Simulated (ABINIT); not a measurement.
Planning a run of ABINIT 10.8.3 on NaCl (Fm-3m). The input:

```
acell 3*1.0 Angstrom
rprim 
  0.000000000000 2.810000000000 2.810000000000
  2.810000000000 0.000000000000 2.810000000000
  2.810000000000 2.810000000000 0.000000000000
ntypat 2
znucl 11 17
natom 2
typat 1 2
xred 
  0.000000000000 0.000000000000 0.000000000000
  0.500000000000 0.500000000000 0.500000000000
pp_dirpath "pseudos"
pseudos "Na.upf, Cl.upf"
ecut 38
ngkpt 4 4 4
nshiftk 1
shiftk 0 0 0
kptopt 1
chksymbreak 0
istwfk *1
occopt 1
irdwfk 1
optdriver 4
nband 26
gwcalctyp 27
ecutsigx 38
symsigma 0
nkptgw 8
kptgw 
  0.0000000000 0.0000000000 0.0000000000
  0.2500000000 0.0000000000 0.0000000000
  0.5000000000 0.0000000000 0.0000000000
  0.2500000000 0.2500000000 0.0000000000
  0.5000000000 0.2500000000 0.0000000000
  -0.2500000000 0.2500000000 0.0000000000
  0.5000000000 0.5000000000 0.0000000000
  -0.2500000000 0.5000000000 0.2500000000
bdgw 
  1 25
  1 25
  1 25
  1 25
  1 25
  1 25
  1 25
  1 25
ecuteps 3.2
irdscr 1
irdqps 1
indata_prefix "in"
outdata_prefix "out"
tmpdata_prefix "tmp"
```

The database entry behind the starting cell differs from later determinations by our own check (an axis about 0.4 % short against later determinations), so it need not match the best structure at ambient conditions.

```sh
OMP_NUM_THREADS=1 mpirun -n 4 abinit run.abi > log
```

Question: How long will it take on 4 MPI ranks of Arm Neoverse N1, shared host, and how much memory?

It took 2.2 min; on shared hardware allow 67 s to 4.5 min. Peak host memory was 1.8 GiB.

[Paths, hosts, dates, memory and timing lines, banners, echoed tables and standing remarks are left out of the program output.]

[Logs are printed without paths, hosts, clocks, repeated set-up lines and the standing remarks that a program may print on its own settings, such as how far it seeks lower states.]

[Runs of the session that timed out or met a known fault of the program may be left out.]

[Hosts, paths, dates, database ids (printed as entryN), source tags and the programs' standing remarks are cut or masked in the printed files.]

[G0W0 gaps are taken among the corrected bands and points alone; a level outside them can change the order at an edge.]

[Where Ansatz stands beside ABINIT at settings called matched, ABINIT's density can come from a denser mesh and the files from another edition; pairs whose starting gaps differed by over 0.03 eV were left out, so agreement reads better than it is.]
